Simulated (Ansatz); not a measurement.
# Simulated XPS, UPS and emission spectra of LiPS3, part 3 of 3

What would valence photoemission of LiPS3 look like, and what sets its shape?

Ansatz 0.2.0; DFT, PBE, plane-wave PAW, default files, scalar-relativistic (the session's first sound run).

So far. Step 3 (With RPBE): At this level the gap is 1.93 eV on the path. Step 4 (With LDA): At this level the gap is 1.72 eV on the path.

**5. Another try**

In this try the input is made faulty on purpose, to show what that does.

This step: DFT, PBE, plane-wave PAW, default files, scalar-relativistic; changed: basis.ecutwfc = "50 eV", scf.max_iter = 60 (Ansatz 0.2.0).

File input.yaml:

```yaml
crystal:
  lattice:
    - [5.5578, -3.5035, 0.0]
    - [5.5578, 3.5035, 0.0]
    - [-3.7957895619, 0.0, 5.3074392707]
  atoms:
    - { symbol: S, position: [0.6808, 0.6808, 0.0615] }
    - { symbol: S, position: [0.3192, 0.3192, 0.9385] }
    - { symbol: S, position: [0.8022, 0.8022, 0.6739] }
    - { symbol: S, position: [0.1978, 0.1978, 0.3261] }
    - { symbol: S, position: [0.7788, 0.2212, 0.5] }
    - { symbol: S, position: [0.2212, 0.7788, 0.5] }
    - { symbol: P, position: [0.8461, 0.8461, 0.4194] }
    - { symbol: P, position: [0.1539, 0.1539, 0.5806] }
    - { symbol: Li, position: [0.2407, 0.7593, 0.0] }
    - { symbol: Li, position: [0.7593, 0.2407, 0.0] }
kpoints:
  mp_grid: { grid: [4, 4, 4] }
scf:
  occupations: { method: fermi_dirac, width: 0.02 }
  n_extra_bands: 24
  max_iter: 60
hamiltonian:
  xc: pbe
  pseudopotentials: { kind: paw }
output:
  forces: true
  stress: true
  dos:
    projected: true
    de: 0.05
    e_range: [-36, 12]
    nscf_kmesh: { grid: [8, 8, 8] }
basis:
  ecutwfc: "50 eV"
```

Started as:

```console
ansatz run input.yaml --threads 2 --pin off --max-ram 4096MiB --backend cpu --events-out ev --progress --plain --runs-dir out
```

Numbers of over 12 decimals in the logs are rounded to 6 here.

Log:

```text
Warning: basis.ecutwfc = 50 eV is below the records' recommended 420 eV, and the density's cutoff is lower with it unless basis.ecutrho_ratio is high enough to keep the records' density cutoff: compare with a run at a higher cutoff
[...]
Crystal: 10 atoms, lattice volume = 206.690 Å³
Basis set: ecut = 50 eV, 171 PW (Γ), exchange–correlation on 32×32×32 points (8 copies of the dense FFT grid, shifted against one another)
Bands: 50, of which v1, the nominal top of the filled ones, is band 26 counted from 1 (25 counted from 0)
Symmetry: 4 space group operations
[...]
k-points: 24 of 64
[...]
SCF iter   1: F=—  HF=-7207.599455 eV  |F-HF|=—  |Δ(HF+E_count)|=         —  Δρ=1.29e-1  dr2=3.01e1  ethr=1.77e-3  ⟨swp⟩=1.0  Hψ=3972  notcnv=0
[...]
SCF iter   9: F=-7188.922852 eV  HF=-7188.922852 eV  |F-HF|=9.52e-10  |Δ(HF+E_count)|=   4.10e-8  Δρ=1.98e-6  dr2=8.67e-9  ethr=1.92e-10  ⟨swp⟩=10.2  Hψ=5647  notcnv=0
SCF 1 converged in 9 iterations: F = -7188.922852 eV  dr2 = 8.67e-9
[...]
SCF converged after 9 iterations
Free energy (F): -7188.922852 eV
[...]
Internal energy: -7188.922852 eV  (E = F + TS)
E sigma→0 (E₀):  -7188.922852 eV
Fermi energy:    6.592984 eV
[...]
--- Forces (eV/Å), atoms counted from 1 ---
  atom   1  S     -1.95159073     0.00000000    -5.89285627
  atom   2  S      1.95159073    -0.00000000     5.89285627
  atom   3  S     -3.52870007     0.00000000     3.98349282
  atom   4  S      3.52870007    -0.00000000    -3.98349282
  atom   5  S     -0.00000000     0.24581003     0.00000000
  atom   6  S      0.00000000    -0.24581003    -0.00000000
  atom   7  P      4.66553829    -0.00000000     2.28681433
  atom   8  P     -4.66553829     0.00000000    -2.28681433
  atom   9  Li     0.00000000    -0.29401018     0.00000000
  atom  10  Li    -0.00000000     0.29401018    -0.00000000
  max |Σ_I F_I| component: 0.00e0 eV/Å
--- Stress (GPa, compression-positive) ---
       12.508470      -0.000000      -2.655738
       -0.000000       3.841290      -0.000000
       -2.655738      -0.000000      26.580257
  P = ⅓ Tr σ = 14.3100 GPa (143.100 kbar)
--- Band table (eV; the first three rows and the last of 24) ---
  k-point 0: bands = [... 22 lower, 4.1648, 4.4381, 4.6576, 5.7814, 7.6307, 7.8002, 8.3980, 9.3818, ... 20 higher]
  k-point 1: bands = [... 22 lower, 4.3920, 4.4517, 4.8016, 5.3090, 7.6833, 7.9904, 8.6360, 8.8820, ... 20 higher]
  k-point 2: bands = [... 22 lower, 4.3424, 4.4266, 4.8991, 5.2320, 7.7792, 8.0981, 8.3723, 9.2664, ... 20 higher]
  k-point 23: bands = [... 22 lower, 4.4064, 4.8769, 5.0721, 5.3433, 8.5489, 8.7834, 9.3758, 9.4855, ... 20 higher]
```

Run time: 3.1 s. Hardware: 2 threads of Arm Neoverse V2, shared host; peak memory 0.27 GiB; 6.1 s of CPU time.

Residual by cycle:

cycle, log10 residual and a bar from the least value:
```
        1        1.5 ##############################
        2        0.9 ############################
        3       -1.4 #####################
        4       -2.4 ##################
        5       -4.0 #############
        6       -4.2 ############
        7       -4.8 ##########
        8       -6.5 #####
        9       -8.1
```

The run finished. A setting was moved off its sound value on purpose, so it serves as a test and not as the result.

The fault put into the input: a cutoff far too low (basis.ecutwfc = "50 eV").

The two runs compared:

```
                                                                             quantity  this run  sound run  difference
                                                                     free energy (eV)   -7188.9    -7338.8         150
                                                         energy at zero smearing (eV)   -7188.9    -7338.8         150
                                                                    Fermi energy (eV)    6.5930     4.7446        1.85
                                                                       pressure (GPa)    14.310     2.7525        11.6
                                                               gap on the k-mesh (eV)    1.6400     1.8530      -0.213
share of occupied states in no projected shell (of the occupied states in the window)    0.0165     0.0164      1.0e-4
```

One result that differs is the pressure, 14.3 GPa against 2.75 GPa.

**6. Outcome**

```
least gap on the mesh and the path                           : 1.85 eV
strongest listed peak within 13 eV of the zero, at 1486.7 eV : 12.5 eV binding, mostly S 3s
PBE (63 s on 2 threads)                                      : gap 1.85 eV, highest Al Kα peak within 13 eV at 12.5 eV (S 3s)
RPBE (65 s on 2 threads)                                     : gap 1.93 eV, highest Al Kα peak within 13 eV at 12.4 eV (S 3s)
LDA (64 s on 2 threads)                                      : gap 1.72 eV, highest Al Kα peak within 13 eV at 12.2 eV (S 3s)
```

LiPS3 is an insulator or semiconductor at the base level (gap 1.85 eV), and its valence spectrum changes with photon energy as the shells' cross sections do. At 1486.7 eV the valence spectrum has its highest listed peaks within 13 eV at 0.8 eV (S 3p), 2.1 eV (S 3p), 4.4 eV (S 3p), 5.1 eV (mixed, S 3p leading) and 12.5 eV (S 3s). The shell named is the one with most of the intensity, cross sections included, not always the one with most states there. In the main run, from 1486.7 eV towards hard X-rays the S 3s share grows by 21 points, as its cross section falls more slowly with photon energy than those of the shells it gains on. With RPBE, the gap on the path moves from 1.85 to 1.93 eV. With LDA, the gap on the path moves from 1.85 to 1.72 eV. At 100 eV the area is led by S 3p (63 %), at 5950 eV by S 3s (72 %), since cross sections fall faster with photon energy for shells of higher angular momentum. These are Kohn–Sham levels; self-energy shifts and satellites are missing. Each run has its own recipe for the spectra (widths, photon energies, in some runs the light), so peak heights and places can differ between runs for that reason too. Semilocal Kohn–Sham gaps are too small as a rule.

[Logs are printed without paths, hosts, clocks, repeated set-up lines and the standing remarks that a program may print on its own settings, such as how far it seeks lower states.]

[Hosts, paths, dates, database ids (printed as entryN), source tags and the programs' standing remarks are cut or masked in the printed files.]

[Maps of the electrostatic potential energy from Ansatz leave out the sawtooth potential of an applied field or a dipole correction, so their vacuum need not be flat; work functions include it.]

[Peak lists hold at most the 14 tallest peaks of each spectrum; further lines can be left out.]
